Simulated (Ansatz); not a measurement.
# linear Na chain: one chain at several levels of theory

Aim: how far do the period, the moment and the conductance of the linear Na chain depend on the functional, the datasets and spin-orbit coupling, and at what cost?

Method: DFT PBE, plane waves, PAW; relaxation of a chain's period, in the first sound run; inputs show where later runs differ, in Ansatz 0.2.0.

Most raw output is cut from this account.

**1. The structure**

The cell holds 1 atom: 1 Na. Cell: a = 7.500 Å, b = 7.500 Å, c = 3.088 Å, α = 90.0°, β = 90.0°, γ = 90.0°. Vacuum lies along a and b. The structure's axis is c.

**2. Relaxation of atoms and period, level PBE, cutoff 420 eV**

Band widths follow the bond lengths, so the chain is relaxed first. The atoms and the third cell vector are free; the box across stays fixed as vacuum. Moments are seeded so that a magnetic state can form if it lies lower. A Fermi-Dirac smearing is set since the result may be a metal. The pressure printed is a third of the stress's trace over the whole box, vacuum included; only the stress along the axis is relaxed.

File input.yaml:

```yaml
crystal:
  lattice:
    - [7.5, 0.0, 0.0]
    - [0.0, 7.5, 0.0]
    - [0.0, 0.0, 3.0876]
  atoms:
    - { symbol: Na, position: [0.5, 0.5, 0.0], spin: 0.5 }
magnetization:
  spin_polarized: true
kpoints:
  mp_grid: { grid: [1, 1, 26] }
scf:
  occupations: { method: fermi_dirac, width: 0.05 }
hamiltonian:
  xc: pbe
relax:
  cell: { fix: [a, b, alpha, beta, gamma] }
  max_steps: 60
```

Started as:

```console
ansatz run input.yaml --threads 4 --pin off --max-ram 8192MiB --backend cpu --events-out ev --progress --plain --runs-dir out
```

It took 10 s on 4 threads of AMD EPYC 7R43, shared host; peak memory 0.43 GiB; 31 s of CPU time.

Relaxation path:

| step | energy less that of the first step (eV) | largest force component (eV/Å) | pressure (GPa) | volume (Å³) |
| --- | --- | --- | --- | --- |
| 1 | 0.0000 | 0.0000 | -0.06 | 173.68 |
| 2 | -0.0056 | 0.0000 | -0.08 | 175.34 |
| 3 | -0.0233 | 0.0000 | -0.18 | 183.81 |
| 4 | -0.0264 | 0.0000 | -0.23 | 188.57 |
| 5 | -0.0265 | 0.0000 | -0.24 | 189.54 |
| 6* | -0.0267 | 0.0000 | -0.24 | 189.54 |

Relaxation steps marked * repeat the geometry before them on a plane-wave basis chosen anew for their cell, so energy and pressure can jump there.

| cell as run | before | after | change |
| --- | --- | --- | --- |
| c (Å) | 3.088 | 3.370 | +9.1 % |

The relaxed structure:

```xyz
1
Lattice="7.5000 0.0000 0.0000 0.0000 7.5000 0.0000 0.0000 0.0000 3.3696" Properties=species:S:1:pos:R:3
Na    3.7500    3.7500    0.0000
```

Numbers from this step:

```
energy at zero smearing    : -1485.9452 eV
cell length along the wire : 3.370 Å
```

The cell's length comes to 3.370 Å with no moment.

**3. Bands of the perfect wire, level PBE, cutoff 420 eV**

This step: DFT PBE, plane waves, PAW; channels and complex bands of a perfect chain (Ansatz 0.2.0).

At the relaxed period the Bloch states of the perfect chain are found at each energy: those that move forward count the open channels, and those that decay describe how a disturbance dies away inside the wire itself. An energy step of 0.035 eV is under the 0.039 eV that the program asks for its thermal average at 300 K.

File input.yaml:

```yaml
crystal:
  lattice:
    - [7.5, 0.0, 0.0]
    - [0.0, 7.5, 0.0]
    - [0.0, 0.0, 3.3696131931]
  atoms:
    - { symbol: Na, position: [0.5, 0.5, 0.0] }
kpoints:
  mp_grid: { grid: [1, 1, 24] }
  band_path: { path: ["Γ", Z], npoints: 60 }
scf:
  occupations: { method: fermi_dirac, width: 0.05 }
hamiltonian:
  xc: pbe
output:
  transmission:
    e_range: [-2, 2]
    de: 0.035
    kmesh: [1, 1]
    reduced_basis: true
    leads: [[0, 0]]
  dos: { projected: true, e_range: [-6, 4] }
  write_potential: true
  write_density: true
  volumetric_format: npy
  elf: true
```

It took 17 s on 4 threads; peak memory 0.44 GiB.

Numbers from this step:

```
energy at zero smearing                                  : -1485.9433 eV
channels at the energy nearest the Fermi level, one spin : 1
conductance of the lead as this run defines it           : 1.0000 G₀
band gap                                                 : 0 eV
```

The open channels of the lead, one spin by energy, zero at the Fermi level:

energy (eV), open channels of the lead, one spin and a bar:
```
   -0.985       0.00 
   -0.810       1.00 ##############################
   -0.600       1.00 ##############################
   -0.390       1.00 ##############################
   -0.215       1.00 ##############################
   -0.005       1.00 ##############################
    0.205       1.00 ##############################
    0.415       1.00 ##############################
    0.590       1.00 ##############################
    0.800       1.00 ##############################
    1.010       1.00 ##############################
    1.185       1.00 ##############################
    1.395       1.00 ##############################
    1.605       1.00 ##############################
    1.815       1.00 ##############################
```

The slowest values at each energy, most degenerate partners merged, listed up to 1.5 1/Å. The Im kz of the slowest decaying states by energy, zero at the Fermi level:

| energy (eV) | decay 1 (Å⁻¹) | decay 2 (Å⁻¹) | decay 3 (Å⁻¹) | decay 4 (Å⁻¹) |
| --- | --- | --- | --- | --- |
| -2.000 | 0.541 | 1.08 | 1.11 | 1.19 |
| -1.790 | 0.490 | 1.05 | 1.09 | 1.16 |
| -1.615 | 0.443 | 1.03 | 1.07 | 1.14 |
| -1.405 | 0.379 | 1.00 | 1.04 | 1.12 |
| -1.195 | 0.300 | 0.971 | 1.02 | 1.09 |
| -0.985 | 0.192 | 0.941 | 0.992 | 1.07 |
| -0.810 | 0.915 | 0.970 | 1.05 | 1.27 |
| -0.600 | 0.883 | 0.943 | 1.02 | 1.25 |
| -0.390 | 0.849 | 0.915 | 0.993 | 1.23 |
| -0.215 | 0.820 | 0.891 | 0.969 | 1.21 |
| -0.005 | 0.784 | 0.861 | 0.941 | 1.19 |
| 0.205 | 0.747 | 0.830 | 0.911 | 1.16 |
| 0.415 | 0.707 | 0.798 | 0.880 | 1.14 |
| 0.590 | 0.672 | 0.770 | 0.853 | 1.12 |
| 0.800 | 0.628 | 0.735 | 0.821 | 1.09 |
| 1.010 | 0.580 | 0.698 | 0.786 | 1.07 |
| 1.185 | 0.537 | 0.665 | 0.756 | 1.05 |
| 1.395 | 0.480 | 0.624 | 0.719 | 1.02 |
| 1.605 | 0.416 | 0.579 | 0.680 | 0.992 |
| 1.815 | 0.340 | 0.531 | 0.638 | 0.964 |

The electronic bands at the labelled points (eV, zero at the Fermi level):

| point | band 5 | band 6 | band 7 | band 8 | band 9 |
| --- | --- | --- | --- | --- | --- |
| Γ | -0.84 | 2.24 | 2.24 | 2.90 | 3.36 |
| halfway | 0.00 | 3.03 | 3.03 | 3.70 | 4.19 |
| Z | 2.12 | 2.84 | 5.38 | 5.38 | 5.46 |

ELF in the ca plane at fractional y = 0.500, with atoms of Na within 0.2 Å of it. It is the smooth field of the valence electrons, not physical close to the nuclei.

Values, 24 rows by 14 columns, each cell a mean:
```
0.52 0.52 0.52 0.52 0.52 0.53 0.53 0.53 0.53 0.53 0.52 0.52 0.52 0.52
0.58 0.58 0.58 0.58 0.58 0.59 0.59 0.59 0.59 0.59 0.58 0.58 0.58 0.58
0.67 0.67 0.67 0.68 0.68 0.69 0.69 0.69 0.69 0.69 0.68 0.68 0.67 0.67
0.74 0.75 0.76 0.76 0.78 0.79 0.79 0.79 0.79 0.79 0.77 0.76 0.75 0.75
0.77 0.78 0.80 0.83 0.85 0.86 0.87 0.87 0.87 0.86 0.84 0.82 0.80 0.78
0.59 0.62 0.69 0.78 0.85 0.90 0.92 0.92 0.92 0.89 0.84 0.76 0.68 0.61
0.22 0.26 0.37 0.55 0.75 0.88 0.93 0.94 0.93 0.86 0.72 0.52 0.35 0.25
0.04 0.04 0.06 0.14 0.39 0.75 0.91 0.94 0.90 0.68 0.33 0.13 0.06 0.04
0.13 0.10 0.05 0.04 0.12 0.44 0.80 0.90 0.77 0.35 0.09 0.04 0.06 0.10
0.52 0.46 0.28 0.09 0.05 0.20 0.61 0.82 0.55 0.13 0.05 0.12 0.32 0.48
0.49 0.56 0.56 0.30 0.06 0.10 0.44 0.69 0.36 0.07 0.09 0.35 0.57 0.55
0.22 0.41 0.58 0.42 0.09 0.08 0.37 0.62 0.30 0.06 0.14 0.47 0.57 0.37
0.39 0.51 0.58 0.36 0.07 0.09 0.41 0.66 0.33 0.06 0.11 0.41 0.58 0.49
0.58 0.56 0.42 0.16 0.05 0.15 0.53 0.77 0.46 0.09 0.06 0.21 0.45 0.57
0.26 0.20 0.10 0.04 0.07 0.33 0.74 0.88 0.70 0.24 0.06 0.05 0.11 0.21
0.04 0.04 0.05 0.09 0.27 0.65 0.88 0.93 0.87 0.57 0.22 0.08 0.04 0.04
0.10 0.12 0.20 0.37 0.64 0.85 0.93 0.95 0.92 0.82 0.59 0.34 0.18 0.11
0.48 0.52 0.61 0.73 0.83 0.90 0.93 0.93 0.93 0.89 0.82 0.71 0.60 0.51
0.72 0.74 0.78 0.82 0.86 0.88 0.89 0.90 0.89 0.88 0.86 0.82 0.77 0.74
0.77 0.77 0.78 0.79 0.80 0.82 0.82 0.82 0.82 0.81 0.80 0.79 0.78 0.77
0.70 0.70 0.71 0.71 0.72 0.73 0.73 0.73 0.73 0.72 0.72 0.71 0.70 0.70
0.61 0.61 0.61 0.62 0.62 0.62 0.62 0.62 0.62 0.62 0.62 0.62 0.61 0.61
0.54 0.54 0.54 0.54 0.54 0.54 0.54 0.54 0.54 0.54 0.54 0.54 0.54 0.54
0.51 0.50 0.50 0.51 0.51 0.51 0.51 0.51 0.51 0.51 0.51 0.51 0.50 0.50
```
Columns run along c (3.4 Å), rows up along a (7.5 Å). Atoms in or near the plane, at fractional coordinates: Na at (0.00, 0.50).

Valence density in the ca plane at fractional y = 0.500, with atoms of Na within 0.2 Å of it. It is the smooth field of the valence electrons, not physical close to the nuclei.

Ten steps, logarithmic in the rise over the least value, from '0' (0 e/Å³) to '9' (19 e/Å³), each cell a mean:
```
00000000000000000
00000000000000000
00000000000000000
00000000000000000
00000000000000000
00000000000000000
00000000000000000
00000000000000000
10000000000000000
43210000000000123
88631000000001368
99852000000002589
98741000000001478
66421000000001246
11100000000000011
00000000000000000
00000000000000000
00000000000000000
00000000000000000
00000000000000000
00000000000000000
00000000000000000
00000000000000000
00000000000000000
```
Columns run along c (3.4 Å), rows up along a (7.5 Å). Atoms in or near the plane, at fractional coordinates: Na at (0.00, 0.50).

Electrostatic potential energy in the ca plane at fractional y = 0.500, with atoms of Na within 0.2 Å of it. With pseudopotentials it is smooth inside the atoms' cores, unlike the true potential.

Ten even steps from '_' (-53 eV) to '@' (1 eV), each cell a mean:
```
@@@@@@@@@@@@@@@@@@@@@@@@@@@@@@@@@@
@@@@@@@@@@@@@@@@@@@@@@@@@@@@@@@@@@
@@@@@@@@@@@@@@@@@@@@@@@@@@@@@@@@@@
@@@@@@@@@@@@@@@@@@@@@@@@@@@@@@@@@@
@@@@@@@@@@@@@@@@@@@@@@@@@@@@@@@@@@
@@@@@@@@@@@@@@@@@@@@@@@@@@@@@@@@@@
@@@@@@@@@@@@@@@@@@@@@@@@@@@@@@@@@@
@@@@@@@@@@@@@@@@@@@@@@@@@@@@@@@@@@
%%%%%%@@@@@@@@@@@@@@@@@@@@@@@@%%%%
++**##%%%%@@@@@@@@@@@@@@@@%%%%##**
____::**%%%%@@@@@@@@@@@@%%%%**::__
______==##%%@@@@@@@@@@@@%%##==____
____..++##%%@@@@@@@@@@@@%%##++..__
--==**##%%@@@@@@@@@@@@@@@@%%##**==
%%%%%%%%@@@@@@@@@@@@@@@@@@@@%%%%%%
@@@@@@@@@@@@@@@@@@@@@@@@@@@@@@@@@@
@@@@@@@@@@@@@@@@@@@@@@@@@@@@@@@@@@
@@@@@@@@@@@@@@@@@@@@@@@@@@@@@@@@@@
@@@@@@@@@@@@@@@@@@@@@@@@@@@@@@@@@@
@@@@@@@@@@@@@@@@@@@@@@@@@@@@@@@@@@
@@@@@@@@@@@@@@@@@@@@@@@@@@@@@@@@@@
@@@@@@@@@@@@@@@@@@@@@@@@@@@@@@@@@@
@@@@@@@@@@@@@@@@@@@@@@@@@@@@@@@@@@
@@@@@@@@@@@@@@@@@@@@@@@@@@@@@@@@@@
```
Columns run along c (3.4 Å; values clipped at the 3rd and 97th percentile), rows up along a (7.5 Å). Atoms in or near the plane, at fractional coordinates: Na at (0.00, 0.50).

By hand: the program gives 1.3774 × 10^14 S/m² over the cell's cross-section of 56.25 Å² = 5.625 × 10^-19 m², so one cell conducts 7.748 × 10^-5 S. Divided by G0 = 2e²/h = 7.748 × 10^-5 S this is 1.000 G0, a resistance of 12.9 kΩ.

At the computed energy nearest the Fermi level there are 1 channel a spin, and the thermal average gives 1.000 G₀.

**4. Relaxing the period**

This step: DFT LDA, plane waves, PAW; relaxation of a chain's period (Ansatz 0.2.0).

The relaxation is repeated under another functional. LDA has no gradient terms and tends to overbind, so it marks the short end of the likely bond lengths.

File input.yaml:

```yaml
crystal:
  lattice:
    - [7.5, 0.0, 0.0]
    - [0.0, 7.5, 0.0]
    - [0.0, 0.0, 3.0876]
  atoms:
    - { symbol: Na, position: [0.5, 0.5, 0.0], spin: 0.5 }
magnetization:
  spin_polarized: true
kpoints:
  mp_grid: { grid: [1, 1, 26] }
scf:
  occupations: { method: fermi_dirac, width: 0.05 }
hamiltonian:
  xc: lda
relax:
  cell: { fix: [a, b, alpha, beta, gamma] }
  max_steps: 60
```

Wall time 14 s (4 threads); peak memory 0.35 GiB.

Step by step:

| step | energy less that of the first step (eV) | largest force component (eV/Å) | pressure (GPa) | volume (Å³) |
| --- | --- | --- | --- | --- |
| 1 | 0.0000 | 0.0000 | -0.15 | 173.68 |
| 2 | -0.0021 | 0.0000 | -0.16 | 174.69 |
| 3 | -0.0101 | 0.0000 | -0.24 | 182.25 |
| 4 | -0.0102 | 0.0000 | -0.25 | 183.36 |
| 5* | -0.0103 | 0.0000 | -0.25 | 183.36 |

Relaxation steps marked * repeat the geometry before them on a plane-wave basis chosen anew for their cell, so energy and pressure can jump there.

| cell as run | before | after | change |
| --- | --- | --- | --- |
| c (Å) | 3.088 | 3.260 | +5.6 % |

Final coordinates:

```xyz
1
Lattice="7.5000 0.0000 0.0000 0.0000 7.5000 0.0000 0.0000 0.0000 3.2597" Properties=species:S:1:pos:R:3
Na    3.7500    3.7500    0.0000
```

The cell's length comes to 3.260 Å, -3.3 % against the first run, with no moment.

The cell grew by 5.6 % in its periodic edges.

**5. The perfect wire, level LDA, cutoff 420 eV**

This step: DFT LDA, plane waves, PAW; channels and complex bands of a perfect chain (Ansatz 0.2.0).

The channels are counted again under LDA, at the period that it gave.

File input.yaml:

```yaml
crystal:
  lattice:
    - [7.5, 0.0, 0.0]
    - [0.0, 7.5, 0.0]
    - [0.0, 0.0, 3.2597363713]
  atoms:
    - { symbol: Na, position: [0.5, 0.5, 0.0] }
kpoints:
  mp_grid: { grid: [1, 1, 25] }
  band_path: { path: ["Γ", Z], npoints: 60 }
scf:
  occupations: { method: fermi_dirac, width: 0.05 }
hamiltonian:
  xc: lda
output:
  transmission:
    e_range: [-2, 2]
    de: 0.035
    kmesh: [1, 1]
    reduced_basis: true
    leads: [[0, 0]]
  dos: { projected: true, e_range: [-6, 4] }
```

Elapsed: 24 s, on 4 threads; peak memory 0.42 GiB; 42 s of CPU time.

Open channels of the lead, one spin against energy, zero at the Fermi level:

| energy (eV) | open channels of the lead, one spin |
| --- | --- |
| -2.00 | 0 |
| -1.90 | 0 |
| -1.79 | 0 |
| -1.69 | 0 |
| -1.58 | 0 |
| -1.48 | 0 |
| -1.37 | 0 |
| -1.23 | 0 |
| -1.12 | 0 |
| -1.02 | 0 |
| -0.92 | 0 |
| -0.81 | 1 |
| -0.70 | 1 |
| -0.60 | 1 |
| -0.49 | 1 |
| -0.39 | 1 |
| -0.28 | 1 |
| -0.18 | 1 |
| -0.07 | 1 |
| -0.01 | 1 |
| 0.07 | 1 |
| 0.17 | 1 |
| 0.28 | 1 |
| 0.38 | 1 |
| 0.48 | 1 |
| 0.59 | 1 |
| 0.69 | 1 |
| 0.80 | 1 |
| 0.91 | 1 |
| 1.01 | 1 |
| 1.11 | 1 |
| 1.22 | 1 |
| 1.36 | 1 |
| 1.47 | 1 |
| 1.57 | 1 |
| 1.68 | 1 |
| 1.78 | 1 |
| 1.89 | 1 |
| 1.99 | 1 |

At the computed energy nearest the Fermi level there are 1 channel a spin, and the thermal average gives 1.000 G₀.

**6. Relaxation of atoms and period, cutoff 500 eV**

This step: DFT r2SCAN, plane waves, PAW; relaxation of a chain's period (Ansatz 0.2.0).

The relaxation is repeated under another functional. r2SCAN also reads the kinetic-energy density; it often gives larger moments and wider gaps than PBE, at a higher cost. Against the first PBE run of this kind, the cutoff is 500 eV against 420.

File input.yaml:

```yaml
crystal:
  lattice:
    - [7.5, 0.0, 0.0]
    - [0.0, 7.5, 0.0]
    - [0.0, 0.0, 3.0876]
  atoms:
    - { symbol: Na, position: [0.5, 0.5, 0.0], spin: 0.5 }
magnetization:
  spin_polarized: true
kpoints:
  mp_grid: { grid: [1, 1, 26] }
scf:
  occupations: { method: fermi_dirac, width: 0.05 }
hamiltonian:
  xc: r2scan
relax:
  cell: { fix: [a, b, alpha, beta, gamma] }
  max_steps: 60
```

It took 2.1 min on 4 threads; peak memory 0.84 GiB.

Step by step:

| step | energy less that of the first step (eV) | largest force component (eV/Å) | pressure (GPa) | volume (Å³) |
| --- | --- | --- | --- | --- |
| 1 | 0.0000 | 0.0000 | -0.08 | 173.68 |
| 2 | -0.0089 | 0.0000 | -0.11 | 175.78 |
| 3 | -0.0328 | 0.0000 | -0.21 | 184.25 |
| 4 | -0.0409 | 0.0000 | -0.28 | 191.72 |
| 5 | -0.0414 | 0.0000 | -0.30 | 193.62 |
| 6 | -0.0414 | 0.0000 | -0.30 | 194.26 |
| 7* | -0.0420 | 0.0000 | -0.30 | 194.26 |

Relaxation steps marked * repeat the geometry before them on a plane-wave basis chosen anew for their cell, so energy and pressure can jump there.

| cell as run | before | after | change |
| --- | --- | --- | --- |
| c (Å) | 3.088 | 3.453 | +11.9 % |

The relaxed structure:

```xyz
1
Lattice="7.5000 0.0000 0.0000 0.0000 7.5000 0.0000 0.0000 0.0000 3.4535" Properties=species:S:1:pos:R:3
Na    3.7500    3.7500    0.0000
```

The cell's length comes to 3.453 Å, +2.5 % against the first run, with no moment.

The cell grew by 11.9 % in its periodic edges.

**7. The perfect wire, level r2SCAN, cutoff 500 eV**

This step: DFT r2SCAN, plane waves, PAW; channels and complex bands of a perfect chain (Ansatz 0.2.0).

The channels are counted again under r2SCAN, at the period that it gave. Its window is narrower, to save time.

File input.yaml:

```yaml
crystal:
  lattice:
    - [7.5, 0.0, 0.0]
    - [0.0, 7.5, 0.0]
    - [0.0, 0.0, 3.4534855001]
  atoms:
    - { symbol: Na, position: [0.5, 0.5, 0.0] }
kpoints:
  mp_grid: { grid: [1, 1, 24] }
  band_path: { path: ["Γ", Z], npoints: 60 }
scf:
  occupations: { method: fermi_dirac, width: 0.05 }
hamiltonian:
  xc: r2scan
output:
  transmission:
    e_range: [-0.7, 0.7]
    de: 0.035
    kmesh: [1, 1]
    reduced_basis: true
    leads: [[0, 0]]
  dos: { projected: true, e_range: [-6, 4] }
```

Run time: 40 s. Hardware: 4 threads; peak memory 0.83 GiB.

The open channels of the lead, one spin stays at 1 for energy from -0.7 to 0.7 eV.

At the computed energy nearest the Fermi level there are 1 channel a spin, and the thermal average gives 1.000 G₀.

**8. Relaxation of atoms and period**

This step: DFT PBEsol, plane waves, PAW; relaxation of a chain's period (Ansatz 0.2.0).

The relaxation is repeated under another functional. PBEsol weakens PBE's gradient terms and usually lands between LDA and PBE.

File input.yaml:

```yaml
crystal:
  lattice:
    - [7.5, 0.0, 0.0]
    - [0.0, 7.5, 0.0]
    - [0.0, 0.0, 3.0876]
  atoms:
    - { symbol: Na, position: [0.5, 0.5, 0.0], spin: 0.5 }
magnetization:
  spin_polarized: true
kpoints:
  mp_grid: { grid: [1, 1, 26] }
scf:
  occupations: { method: fermi_dirac, width: 0.05 }
hamiltonian:
  xc: pbesol
relax:
  cell: { fix: [a, b, alpha, beta, gamma] }
  max_steps: 60
```

Wall time 26 s (4 threads); peak memory 0.42 GiB; 42 s of CPU time.

The steps of the relaxation:

| step | energy less that of the first step (eV) | largest force component (eV/Å) | pressure (GPa) | volume (Å³) |
| --- | --- | --- | --- | --- |
| 1 | 0.0000 | 0.0000 | -0.08 | 173.68 |
| 2 | -0.0054 | 0.0000 | -0.11 | 175.31 |
| 3 | -0.0228 | 0.0000 | -0.20 | 183.78 |
| 4 | -0.0259 | 0.0000 | -0.25 | 188.57 |
| 5 | -0.0260 | 0.0000 | -0.26 | 189.56 |
| 6* | -0.0263 | 0.0000 | -0.26 | 189.56 |

Relaxation steps marked * repeat the geometry before them on a plane-wave basis chosen anew for their cell, so energy and pressure can jump there.

| cell as run | before | after | change |
| --- | --- | --- | --- |
| c (Å) | 3.088 | 3.370 | +9.1 % |

Final coordinates:

```xyz
1
Lattice="7.5000 0.0000 0.0000 0.0000 7.5000 0.0000 0.0000 0.0000 3.3699" Properties=species:S:1:pos:R:3
Na    3.7500    3.7500    0.0000
```

The cell's length comes to 3.370 Å, +0.0 % against the first run, with no moment.

The cell grew by 9.1 % in its periodic edges.

**9. The wire at its relaxed period, level PBEsol, cutoff 420 eV**

This step: DFT PBEsol, plane waves, PAW; channels and complex bands of a perfect chain (Ansatz 0.2.0).

The channels are counted again under PBEsol, at the period that it gave.

File input.yaml:

```yaml
crystal:
  lattice:
    - [7.5, 0.0, 0.0]
    - [0.0, 7.5, 0.0]
    - [0.0, 0.0, 3.3699338359]
  atoms:
    - { symbol: Na, position: [0.5, 0.5, 0.0] }
kpoints:
  mp_grid: { grid: [1, 1, 24] }
  band_path: { path: ["Γ", Z], npoints: 60 }
scf:
  occupations: { method: fermi_dirac, width: 0.05 }
hamiltonian:
  xc: pbesol
output:
  transmission:
    e_range: [-2, 2]
    de: 0.035
    kmesh: [1, 1]
    reduced_basis: true
    leads: [[0, 0]]
  dos: { projected: true, e_range: [-6, 4] }
```

It took 28 s on 4 threads; peak memory 0.43 GiB.

Open channels of the lead, one spin against energy, zero at the Fermi level:

| energy (eV) | open channels of the lead, one spin |
| --- | --- |
| -0.915 | 0 |
| -0.810 | 1 |
| -0.705 | 1 |
| -0.600 | 1 |
| -0.495 | 1 |
| -0.390 | 1 |
| -0.285 | 1 |
| -0.215 | 1 |
| -0.110 | 1 |
| -0.005 | 1 |
| 0.100 | 1 |
| 0.205 | 1 |
| 0.310 | 1 |
| 0.415 | 1 |
| 0.485 | 1 |
| 0.590 | 1 |
| 0.695 | 1 |
| 0.800 | 1 |
| 0.905 | 1 |
| 1.010 | 1 |
| 1.115 | 1 |
| 1.185 | 1 |
| 1.290 | 1 |
| 1.395 | 1 |
| 1.500 | 1 |
| 1.605 | 1 |
| 1.710 | 1 |
| 1.815 | 1 |
| 1.885 | 1 |

At the computed energy nearest the Fermi level there are 1 channel a spin, and the thermal average gives 1.000 G₀.

**10. The series together**

Times are for 4 threads of AMD EPYC 7R43, shared host. The runs compared:

| no. | level | conductance of the lead as this run defines it (G₀) | time | memory (GiB) |
| --- | --- | --- | --- | --- |
| 1 | PBE | 1.0000 | 17 s | 0.44 |
| 2 | LDA | 1.0000 | 24 s | 0.42 |
| 3 | r2SCAN | 1.0000 | 40 s | 0.83 |
| 4 | PBEsol | 1.0000 | 28 s | 0.43 |

(Part 1 of 2 ends here.)

[Logs are printed without paths, hosts, clocks, repeated set-up lines and the standing remarks that a program may print on its own settings, such as how far it seeks lower states.]

[Hosts, paths, dates, database ids (printed as entryN), source tags and the programs' standing remarks are cut or masked in the printed files.]
